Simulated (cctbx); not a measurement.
# Absolute structure of Al6VGaFe4Bi

Space group Imm2 (no. 44), a = 5.0150 Å, b = 8.7640 Å, c = 9.0430 Å, α = 90.00°, β = 90.00°, γ = 90.00°.

```
atom  mult.       x       y       z  Ueq (Å²)
 Bi1      2       0       0  0.9961    0.0073
 Ga1      2       0       0  0.3530    0.0105
 Fe1      8  0.7667  0.2465  0.7449    0.0077
  V1      2       0       0  0.6510    0.0098
 Al1      4     1/2  0.8620  0.5030    0.0092
 Al2      4       0  0.2693  0.5004    0.0132
 Al3      2     1/2       0  0.2268    0.0148
 Al4      2     1/2       0  0.7710    0.0105
```

The model is made up (kin elements in a known structure type, no relaxation), so it says nothing on whether the phase exists.

Data sets are simulated with cctbx and refined with Bijvoet mates kept apart; Flack x is then fitted as the share of an inverted twin with the atoms fixed, Hooft y from the Bijvoet differences. The group is acentric but holds improper operations, so there is an absolute structure (orientation) and no hand.

Untwinned crystal. What Flack and Hooft values should come out?

| λ (Å) | extinction (unmodelled) | d min (Å) | top counts | error (%) | model | R1 | Flack x | s.u. | Hooft y | s.u. | pairs |
| --- | --- | --- | --- | --- | --- | --- | --- | --- | --- | --- | --- |
| 0.71073 | 0 | 0.77 | 20000 | 6 | as given | 0.0161 | 0.008 | 0.004 | 0.008 | 0.008 | 255 |
| 0.71073 | 0 | 0.77 | 20000 | 6 | inverted | 0.0279 | 0.062 | 0.01 | 0.112 | 0.008 | 255 |
| 1.54184 | 0 | 0.83 | 5000 | 1.5 | as given | 0.0158 | 0.027 | 0.016 | 0.011 | 0.016 | 198 |

With Mo Kα, x is within 3 s.u. of 0, so the absolute structure is right. With Cu Kα, x is within 3 s.u. of 0, so the absolute structure is right. The inverted model doesn't give 1 − x: the structure is pseudo-centrosymmetric, and the refinement slid into another minimum.

A further crystal gives:

| λ (Å) | extinction (unmodelled) | d min (Å) | top counts | error (%) | model | R1 | Flack x | s.u. | Hooft y | s.u. | pairs |
| --- | --- | --- | --- | --- | --- | --- | --- | --- | --- | --- | --- |
| 0.71073 | 0.3 | 0.6 | 5000 | 3 | as given | 0.0347 | 0.49 | 0.02 | 0.490 | 0.021 | 523 |

**Question.** What is it?

It was simulated as an inversion twin with a fraction 0.5 of the inverted domain. Flack x is over 3 s.u. from both 0 and 1 and reads that fraction.

[Logs are printed without paths, hosts, clocks, repeated set-up lines and the standing remarks that a program may print on its own settings, such as how far it seeks lower states.]
